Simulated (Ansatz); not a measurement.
## Na on Pd(100): change of the work function: cost of one run

Ansatz 0.2.0; plane-wave DFT, PBEsol, Ansatz PAW. The cell holds 18 atoms.

File input.yaml:

```yaml
crystal:
  lattice:
    - [5.5012907576, 0.0, 0.0]
    - [0.0, 5.5012907576, 0.0]
    - [0.0, 0.0, 26.9591062815]
  atoms:
    - { symbol: Pd, position: [0.25, 0.25, 0.3338389599] }
    - { symbol: Pd, position: [0.0, 0.0, 0.4059852684] }
    - { symbol: Pd, position: [0.25, 0.25, 0.4770987489] }
[... 9 atom lines left out ...]
    - { symbol: Pd, position: [0.75, 0.75, 0.3338389599] }
    - { symbol: Pd, position: [0.5, 0.5, 0.4059852684] }
    - { symbol: Pd, position: [0.75, 0.75, 0.4770987489] }
    - { symbol: Pd, position: [0.5, 0.5, 0.5473700102] }
    - { symbol: Na, position: [0.0, 0.0, 0.6661610401] }
    - { symbol: Na, position: [0.5, 0.5, 0.6661610401] }
kpoints:
  mp_grid: { grid: [6, 6, 1] }
hamiltonian:
  xc: pbesol
scf:
  occupations: { method: fermi_dirac, width: 0.1 }
  convergence: { dr2_threshold: 1.0e-08 }
efield:
  axis: 3
  dipole_correction: true
  ramp_position: 0.97
  ramp_width: 0.06
relax:
  f_tol: 0.02
  max_steps: 60
  constraints: [{ sites: [0, 1, 4, 5, 8, 9, 12, 13] }]
output:
  bader: true
  dos: { projected: true, e_range: [-8, 4] }
  write_potential: true
  write_density: true
  volumetric_format: npy
```

Run with:

```console
$ ansatz run input.yaml --threads 4 --pin off --max-ram 12288MiB --backend cpu --events-out ev --progress --plain --runs-dir out
```

The cutoff in use is 420 eV. For reference, a run of the same kind (4 atoms, 21 k-points, 44 bands and 3,579 plane waves; 32 SCF cycles) took 17 s and 0.5 GiB on the same hardware.

Q: Estimate wall time and peak memory on 4 threads of Arm Neoverse V1, shared host.

A cutoff of 420 eV is a sphere of radius 10.5 Å⁻¹, so a cell of 816 Å³ holds about V·G³/6π² = 15,945 plane waves. At two electrons a band, the 306 electrons need 153 bands, and 31 more are carried. Symmetry cuts the 6×6×1 mesh from 36 to 10 points. The run has 10 k-points, 184 bands and 15,831 plane waves. Taking the work of a cycle as k-points × spins × bands × plane waves, that is 8.8 times the reference, or 2.5 min at the reference's 32 cycles. The run needed 71 SCF cycles over 6 ionic steps, which makes it about 5.5 min. One copy of the wavefunctions takes 0.43 GiB at 16 bytes a coefficient, against 0.049 GiB in the reference; grids, projectors and work arrays come on top. Measured: about 6.2 min, with a peak of 3.6 GiB. The estimate holds within 25 %.

[Logs are printed without paths, hosts, clocks, repeated set-up lines and the standing remarks that a program may print on its own settings, such as how far it seeks lower states.]

[Hosts, paths, dates, database ids (printed as entryN), source tags and the programs' standing remarks are cut or masked in the printed files.]

[Maps of the electrostatic potential energy from Ansatz leave out the sawtooth potential of an applied field or a dipole correction, so their vacuum need not be flat; planar profiles and work functions include it.]
